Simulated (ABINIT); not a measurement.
# RbSnH3 (Pm-3m): zone-centre phonons, part 4 of 4

Which modes does RbSnH3 (Pm-3m) have at the zone centre?

ABINIT 10.8.3; DFT LDA, scalar-relativistic, plane waves, PseudoDojo norm-conserving pseudopotentials.

So far. Step 7 (Zone-centre response): The acoustic modes at Γ come out as far as 3.0 cm⁻¹ from zero, where they should vanish, a small numerical error. The lowest optical mode is imaginary, 1215i cm⁻¹, an instability at this level and on this k mesh. Step 8 (Zone-centre analysis): The rule moves no optical mode by more than 0.2 cm⁻¹. The relaxed cell has a = 4.284 Å (conventional setting).

The structure was built from a prototype and need not be the compound's stable phase.

### 9. Sum rules set otherwise (asr 0)

Without the rule the raw error of the acoustic modes shows.

File anaddb.abi:

```
ddb_filepath "gamma_DDB"
output_file "anaddb.abo"
outdata_prefix "anaddb"
asr 0
chneut 0
enunit 2
eivec 1
nph1l 1
qph1l 0.0 0.0 0.0 1.0
```

File mrgddb.in:

```
gamma_DDB
merged
2
dfpt_gammao_DDB
gso_DDB
```

Started as:

```console
> mrgddb < mrgddb.in > mrgddb.log
> OMP_NUM_THREADS=1 anaddb anaddb.abi > anaddb.log
```

anaddb.abo, the main output file:

```text
-outvars_anaddb: echo values of input variables ----------------------

 Miscellaneous information :
      enunit         2
       eivec         1
      chneut         0
 First list of wavevector (reduced coord.) :
       nph1l         1
       qph1l
                     0.00000000E+00  0.00000000E+00  0.00000000E+00    1.000E+00

================================================================================

 read the DDB information and perform some checks

  ==== Info on the Cryst% object ====
 Real(R)+Recip(G) space primitive vectors, cartesian coordinates (Bohr,Bohr^-1):
 R(1)=  8.0965121  0.0000000  0.0000000  G(1)=  0.1235100  0.0000000  0.0000000
 R(2)=  0.0000000  8.0965121  0.0000000  G(2)=  0.0000000  0.1235100  0.0000000
 R(3)=  0.0000000  0.0000000  8.0965121  G(3)=  0.0000000  0.0000000  0.1235100
 Unit cell volume ucvol=  5.3075477E+02 bohr^3
 Angles (23,13,12)=  9.00000000E+01  9.00000000E+01  9.00000000E+01 degrees
 Time-reversal symmetry is present
 Reduced atomic positions [iatom, xred, symbol]:
    1)    0.0000000  0.0000000  0.0000000  Rb
    2)    0.5000000  0.5000000  0.5000000  Sn
    3)    0.5000000  0.5000000  0.0000000   H
    4)    0.5000000  0.0000000  0.5000000   H
    5)    0.0000000  0.5000000  0.5000000   H

 DDB file with 3 blocks has been read.

================================================================================

 Treat the first list of vectors

  Phonon wavevector (reduced coordinates) :  0.00000  0.00000  0.00000
 Phonon energies in Hartree :
  -5.534965E-03 -5.534965E-03 -5.534965E-03  1.358704E-05  1.358704E-05
   1.358705E-05  3.774142E-04  3.774142E-04  3.774142E-04  2.542324E-03
   2.542324E-03  2.542324E-03  2.627901E-03  2.627901E-03  2.627901E-03
 Phonon energies in meV     :
- -1.506141E+02 -1.506141E+02 -1.506141E+02  3.697223E-01  3.697223E-01
-  3.697223E-01  1.026996E+01  1.026996E+01  1.026996E+01  6.918015E+01
-  6.918015E+01  6.918015E+01  7.150883E+01  7.150883E+01  7.150883E+01
 Phonon frequencies in cm-1    :
- -1.214785E+03 -1.214785E+03 -1.214785E+03  2.982012E+00  2.982012E+00
-  2.982012E+00  8.283284E+01  8.283284E+01  8.283284E+01  5.579756E+02
-  5.579756E+02  5.579756E+02  5.767576E+02  5.767576E+02  5.767576E+02
 Phonon frequencies in Thz     :
- -3.641832E+01 -3.641832E+01 -3.641832E+01  8.939846E-02  8.939846E-02
-  8.939846E-02  2.483266E+00  2.483266E+00  2.483266E+00  1.672769E+01
-  1.672769E+01  1.672769E+01  1.729076E+01  1.729076E+01  1.729076E+01
 Phonon energies in Kelvin  :
- -1.747804E+03 -1.747804E+03 -1.747804E+03  4.290449E+00  4.290449E+00
-  4.290450E+00  1.191780E+02  1.191780E+02  1.191780E+02  8.028023E+02
-  8.028023E+02  8.028023E+02  8.298255E+02  8.298255E+02  8.298255E+02

 Eigendisplacements
 (will be given, for each mode : in cartesian coordinates
   for each atom the real part of the displacement vector,
   then the imaginary part of the displacement vector - absolute values smaller than 1.0d-7 are set to zero)
  Mode number    1   Energy   -5.534965E-03
 Attention : low frequency mode.
   (Could be unstable or acoustic mode)
-  1  4.97824801E-05  0.00000000E+00  0.00000000E+00
-     0.00000000E+00  0.00000000E+00  0.00000000E+00
-  2  1.54233525E-04  0.00000000E+00  0.00000000E+00
-     0.00000000E+00  0.00000000E+00  0.00000000E+00
-  3  4.33910869E-04  0.00000000E+00  0.00000000E+00
-     0.00000000E+00  0.00000000E+00  0.00000000E+00
-  4  4.33910869E-04 -5.34796921E-06  0.00000000E+00
-     0.00000000E+00  0.00000000E+00  0.00000000E+00
-  5 -2.32566149E-02  0.00000000E+00  0.00000000E+00
-     0.00000000E+00  0.00000000E+00  0.00000000E+00
  Mode number    2   Energy   -5.534965E-03
 Attention : low frequency mode.
   (Could be unstable or acoustic mode)
-  1  0.00000000E+00 -4.97824801E-05  0.00000000E+00
-     0.00000000E+00  0.00000000E+00  0.00000000E+00
-  2  0.00000000E+00 -1.54233525E-04  0.00000000E+00
-     0.00000000E+00  0.00000000E+00  0.00000000E+00
-  3  0.00000000E+00 -4.33910869E-04  0.00000000E+00
-     0.00000000E+00  0.00000000E+00  0.00000000E+00
-  4  0.00000000E+00  2.32566149E-02  0.00000000E+00
-     0.00000000E+00  0.00000000E+00  0.00000000E+00
-  5 -5.34796921E-06 -4.33910869E-04  0.00000000E+00
-     0.00000000E+00  0.00000000E+00  0.00000000E+00
  Mode number    3   Energy   -5.534965E-03
 Attention : low frequency mode.
   (Could be unstable or acoustic mode)
-  1  0.00000000E+00  0.00000000E+00  4.97824814E-05
-     0.00000000E+00  0.00000000E+00  0.00000000E+00
-  2  0.00000000E+00  0.00000000E+00  1.54233529E-04
-     0.00000000E+00  0.00000000E+00  0.00000000E+00
-  3  0.00000000E+00  0.00000000E+00 -2.32566156E-02
-     0.00000000E+00  0.00000000E+00  0.00000000E+00
-  4  0.00000000E+00  0.00000000E+00  4.33910881E-04
-     0.00000000E+00  0.00000000E+00  0.00000000E+00
-  5  0.00000000E+00  0.00000000E+00  4.33910881E-04
-     0.00000000E+00  0.00000000E+00  0.00000000E+00
  Mode number    4   Energy    1.358704E-05
-  1  0.00000000E+00  0.00000000E+00  1.61887638E-03
-     0.00000000E+00  0.00000000E+00  0.00000000E+00
-  2  0.00000000E+00  0.00000000E+00  1.63294674E-03
-     0.00000000E+00  0.00000000E+00  0.00000000E+00
-  3  0.00000000E+00  0.00000000E+00  1.63016700E-03
-     0.00000000E+00  0.00000000E+00  0.00000000E+00
-  4  0.00000000E+00  0.00000000E+00  1.63193394E-03
-     0.00000000E+00  0.00000000E+00  0.00000000E+00
-  5  0.00000000E+00  0.00000000E+00  1.63193394E-03
-     0.00000000E+00  0.00000000E+00  0.00000000E+00
  Mode number    5   Energy    1.358704E-05
-  1  1.30453843E-07  1.61887637E-03  0.00000000E+00
-     0.00000000E+00  0.00000000E+00  0.00000000E+00
-  2  1.31587674E-07  1.63294673E-03  0.00000000E+00
-     0.00000000E+00  0.00000000E+00  0.00000000E+00
-  3  1.31506060E-07  1.63193394E-03  0.00000000E+00
-     0.00000000E+00  0.00000000E+00  0.00000000E+00
-  4  1.31506060E-07  1.63016700E-03  0.00000000E+00
-     0.00000000E+00  0.00000000E+00  0.00000000E+00
-  5  1.31363675E-07  1.63193394E-03  0.00000000E+00
-     0.00000000E+00  0.00000000E+00  0.00000000E+00
  Mode number    6   Energy    1.358705E-05
-  1  1.61887637E-03 -1.30453783E-07  0.00000000E+00
-     0.00000000E+00  0.00000000E+00  0.00000000E+00
-  2  1.63294673E-03 -1.31587614E-07  0.00000000E+00
-     0.00000000E+00  0.00000000E+00  0.00000000E+00
-  3  1.63193394E-03 -1.31506000E-07  0.00000000E+00
-     0.00000000E+00  0.00000000E+00  0.00000000E+00
-  4  1.63193394E-03 -1.31363615E-07  0.00000000E+00
-     0.00000000E+00  0.00000000E+00  0.00000000E+00
-  5  1.63016700E-03 -1.31506000E-07  0.00000000E+00
-     0.00000000E+00  0.00000000E+00  0.00000000E+00
  Mode number    7   Energy    3.774142E-04
-  1  0.00000000E+00  0.00000000E+00  1.94780797E-03
-     0.00000000E+00  0.00000000E+00  0.00000000E+00
-  2  0.00000000E+00  0.00000000E+00 -1.36595958E-03
-     0.00000000E+00  0.00000000E+00  0.00000000E+00
-  3  0.00000000E+00  0.00000000E+00 -7.52802795E-04
-     0.00000000E+00  0.00000000E+00  0.00000000E+00
-  4  0.00000000E+00  0.00000000E+00 -1.05720324E-03
-     0.00000000E+00  0.00000000E+00  0.00000000E+00
-  5  0.00000000E+00  0.00000000E+00 -1.05720324E-03
-     0.00000000E+00  0.00000000E+00  0.00000000E+00
  Mode number    8   Energy    3.774142E-04
-  1  0.00000000E+00  1.94780797E-03  0.00000000E+00
-     0.00000000E+00  0.00000000E+00  0.00000000E+00
-  2  0.00000000E+00 -1.36595958E-03  0.00000000E+00
-     0.00000000E+00  0.00000000E+00  0.00000000E+00
-  3  0.00000000E+00 -1.05720324E-03  0.00000000E+00
-     0.00000000E+00  0.00000000E+00  0.00000000E+00
-  4  0.00000000E+00 -7.52802795E-04  0.00000000E+00
-     0.00000000E+00  0.00000000E+00  0.00000000E+00
-  5  0.00000000E+00 -1.05720324E-03  0.00000000E+00
-     0.00000000E+00  0.00000000E+00  0.00000000E+00
  Mode number    9   Energy    3.774142E-04
-  1  1.94780797E-03  0.00000000E+00  0.00000000E+00
-     0.00000000E+00  0.00000000E+00  0.00000000E+00
-  2 -1.36595958E-03  0.00000000E+00  0.00000000E+00
-     0.00000000E+00  0.00000000E+00  0.00000000E+00
-  3 -1.05720324E-03  0.00000000E+00  0.00000000E+00
-     0.00000000E+00  0.00000000E+00  0.00000000E+00
-  4 -1.05720324E-03  0.00000000E+00  0.00000000E+00
-     0.00000000E+00  0.00000000E+00  0.00000000E+00
-  5 -7.52802795E-04  0.00000000E+00  0.00000000E+00
-     0.00000000E+00  0.00000000E+00  0.00000000E+00
  Mode number   10   Energy    2.542324E-03
-  1  0.00000000E+00  0.00000000E+00  0.00000000E+00
-     0.00000000E+00  0.00000000E+00  0.00000000E+00
-  2  0.00000000E+00  0.00000000E+00  0.00000000E+00
-     0.00000000E+00  0.00000000E+00  0.00000000E+00
-  3  0.00000000E+00  0.00000000E+00  0.00000000E+00
-     0.00000000E+00  0.00000000E+00  0.00000000E+00
-  4  0.00000000E+00  0.00000000E+00  1.64963405E-02
-     0.00000000E+00  0.00000000E+00  0.00000000E+00
-  5  0.00000000E+00  0.00000000E+00 -1.64963405E-02
-     0.00000000E+00  0.00000000E+00  0.00000000E+00
  Mode number   11   Energy    2.542324E-03
-  1  0.00000000E+00  0.00000000E+00  0.00000000E+00
-     0.00000000E+00  0.00000000E+00  0.00000000E+00
-  2  0.00000000E+00  0.00000000E+00  0.00000000E+00
-     0.00000000E+00  0.00000000E+00  0.00000000E+00
-  3  2.73743163E-06 -1.64963402E-02  0.00000000E+00
-     0.00000000E+00  0.00000000E+00  0.00000000E+00
-  4 -2.73743163E-06  0.00000000E+00  0.00000000E+00
-     0.00000000E+00  0.00000000E+00  0.00000000E+00
-  5  0.00000000E+00  1.64963402E-02  0.00000000E+00
-     0.00000000E+00  0.00000000E+00  0.00000000E+00
  Mode number   12   Energy    2.542324E-03
-  1  0.00000000E+00  0.00000000E+00  0.00000000E+00
-     0.00000000E+00  0.00000000E+00  0.00000000E+00
-  2  0.00000000E+00  0.00000000E+00  0.00000000E+00
-     0.00000000E+00  0.00000000E+00  0.00000000E+00
-  3  1.64963402E-02  2.73743164E-06  0.00000000E+00
-     0.00000000E+00  0.00000000E+00  0.00000000E+00
-  4 -1.64963402E-02  0.00000000E+00  0.00000000E+00
-     0.00000000E+00  0.00000000E+00  0.00000000E+00
-  5  0.00000000E+00 -2.73743164E-06  0.00000000E+00
-     0.00000000E+00  0.00000000E+00  0.00000000E+00
  Mode number   13   Energy    2.627901E-03
-  1  0.00000000E+00  0.00000000E+00  3.69007420E-05
-     0.00000000E+00  0.00000000E+00  0.00000000E+00
-  2  0.00000000E+00  0.00000000E+00  2.55006425E-04
-     0.00000000E+00  0.00000000E+00  0.00000000E+00
-  3  0.00000000E+00 -3.75381204E-07 -4.05182741E-04
-     0.00000000E+00  0.00000000E+00  0.00000000E+00
-  4  0.00000000E+00  0.00000000E+00 -1.63755941E-02
-     0.00000000E+00  0.00000000E+00  0.00000000E+00
-  5  0.00000000E+00 -3.75381204E-07 -1.63755941E-02
-     0.00000000E+00  0.00000000E+00  0.00000000E+00
  Mode number   14   Energy    2.627901E-03
-  1  0.00000000E+00 -3.69007420E-05  0.00000000E+00
-     0.00000000E+00  0.00000000E+00  0.00000000E+00
-  2  0.00000000E+00 -2.55006425E-04  0.00000000E+00
-     0.00000000E+00  0.00000000E+00  0.00000000E+00
-  3 -7.30398865E-07  1.63755941E-02  0.00000000E+00
-     0.00000000E+00  0.00000000E+00  0.00000000E+00
-  4 -7.30398865E-07  4.05182741E-04 -3.75381316E-07
-     0.00000000E+00  0.00000000E+00  0.00000000E+00
-  5  0.00000000E+00  1.63755941E-02 -3.75381316E-07
-     0.00000000E+00  0.00000000E+00  0.00000000E+00
  Mode number   15   Energy    2.627901E-03
-  1  3.69007420E-05  0.00000000E+00  0.00000000E+00
-     0.00000000E+00  0.00000000E+00  0.00000000E+00
-  2  2.55006425E-04  0.00000000E+00  0.00000000E+00
-     0.00000000E+00  0.00000000E+00  0.00000000E+00
-  3 -1.63755941E-02 -7.30398923E-07  0.00000000E+00
-     0.00000000E+00  0.00000000E+00  0.00000000E+00
-  4 -1.63755941E-02  0.00000000E+00  0.00000000E+00
-     0.00000000E+00  0.00000000E+00  0.00000000E+00
-  5 -4.05182741E-04 -7.30398923E-07  0.00000000E+00
-     0.00000000E+00  0.00000000E+00  0.00000000E+00

 Analysis of degeneracies and characters (maximum tolerance=1.00E-06 a.u.)
 For each vibration mode, or group of modes if degenerate,
 the characters are given for each symmetry operation (see the list in the log file).
 Symmetry characters of vibration mode #   1
       degenerate with vibration modes #   2 to    3
  3.0 -3.0 -1.0  1.0 -1.0  1.0 -1.0  1.0  1.0 -1.0 -1.0  1.0  1.0 -1.0 -1.0  1.0
  0.0 -0.0  0.0 -0.0 -0.0  0.0 -0.0  0.0  1.0 -1.0 -1.0  1.0 -1.0  1.0  1.0 -1.0
  0.0 -0.0 -0.0  0.0 -0.0  0.0  0.0 -0.0  1.0 -1.0  1.0 -1.0 -1.0  1.0 -1.0  1.0
 Symmetry characters of vibration mode #   4
       degenerate with vibration modes #   5 to    6
  3.0 -3.0 -1.0  1.0 -1.0  1.0 -1.0  1.0  1.0 -1.0 -1.0  1.0  1.0 -1.0 -1.0  1.0
 -0.0  0.0 -0.0  0.0  0.0 -0.0  0.0 -0.0  1.0 -1.0 -1.0  1.0 -1.0  1.0  1.0 -1.0
 -0.0  0.0  0.0 -0.0  0.0 -0.0 -0.0  0.0  1.0 -1.0  1.0 -1.0 -1.0  1.0 -1.0  1.0
 Symmetry characters of vibration mode #   7
       degenerate with vibration modes #   8 to    9
  3.0 -3.0 -1.0  1.0 -1.0  1.0 -1.0  1.0  1.0 -1.0 -1.0  1.0  1.0 -1.0 -1.0  1.0
 -0.0  0.0 -0.0  0.0  0.0 -0.0  0.0 -0.0  1.0 -1.0 -1.0  1.0 -1.0  1.0  1.0 -1.0
 -0.0  0.0  0.0 -0.0  0.0 -0.0 -0.0  0.0  1.0 -1.0  1.0 -1.0 -1.0  1.0 -1.0  1.0
 Symmetry characters of vibration mode #  10
       degenerate with vibration modes #  11 to   12
  3.0 -3.0 -1.0  1.0 -1.0  1.0 -1.0  1.0 -1.0  1.0  1.0 -1.0 -1.0  1.0  1.0 -1.0
  0.0 -0.0  0.0 -0.0 -0.0  0.0 -0.0  0.0 -1.0  1.0  1.0 -1.0  1.0 -1.0 -1.0  1.0
  0.0 -0.0 -0.0  0.0 -0.0  0.0  0.0 -0.0 -1.0  1.0 -1.0  1.0  1.0 -1.0  1.0 -1.0
 Symmetry characters of vibration mode #  13
       degenerate with vibration modes #  14 to   15
  3.0 -3.0 -1.0  1.0 -1.0  1.0 -1.0  1.0  1.0 -1.0 -1.0  1.0  1.0 -1.0 -1.0  1.0
  0.0 -0.0 -0.0  0.0  0.0 -0.0 -0.0  0.0  1.0 -1.0 -1.0  1.0 -1.0  1.0  1.0 -1.0
  0.0 -0.0  0.0 -0.0 -0.0  0.0 -0.0  0.0  1.0 -1.0  1.0 -1.0 -1.0  1.0 -1.0  1.0
-
```

The job ended after 0.49 s (1 thread of Arm Neoverse V2, shared host).

Zone-centre frequencies as printed; negative means imaginary. Modes:

```csv
mode,frequency (cm⁻¹)
1,-1215
2,-1215
3,-1215
4,2.98
5,2.98
6,2.98
7,82.83
8,82.83
9,82.83
10,558
11,558
12,558
13,576.8
14,576.8
15,576.8
```

### 10. Results

| Property | Result |
| --- | --- |
| space group after relaxation | Pm-3m |
| volume per atom | 15.7 Å³ |
| highest optical zone-centre mode (no LO-TO term) | 576.8 cm⁻¹ |
| lowest optical zone-centre mode | -1215 cm⁻¹ |
| imaginary optical modes at the zone centre (no q mesh in this session) | yes |

At the LDA level the optical modes of RbSnH3 (Pm-3m) at the zone centre run from 1215i to 577 cm⁻¹, so the structure is a saddle point, with 3 modes beyond 10i cm⁻¹ there. The base run prints -0.52 GPa, mostly the error of a finite basis; the relaxation, with a smoothed and higher cutoff, had brought the cell to rest. These are harmonic frequencies at zero temperature: anharmonic shifts and linewidths and thermal expansion are left out. In a metal the frequencies hang on the k mesh and the smearing, most of all near Kohn anomalies. The structure is a hypothetical one, built on a prototype.

[Host names and launcher messages were left out of these logs when they were recorded.]

[Logs are printed without paths, hosts, clocks, repeated set-up lines and the standing remarks that a program may print on its own settings, such as how far it seeks lower states.]

[Hosts, paths, dates, database ids (printed as entryN), source tags and the programs' standing remarks are cut or masked in the printed files.]
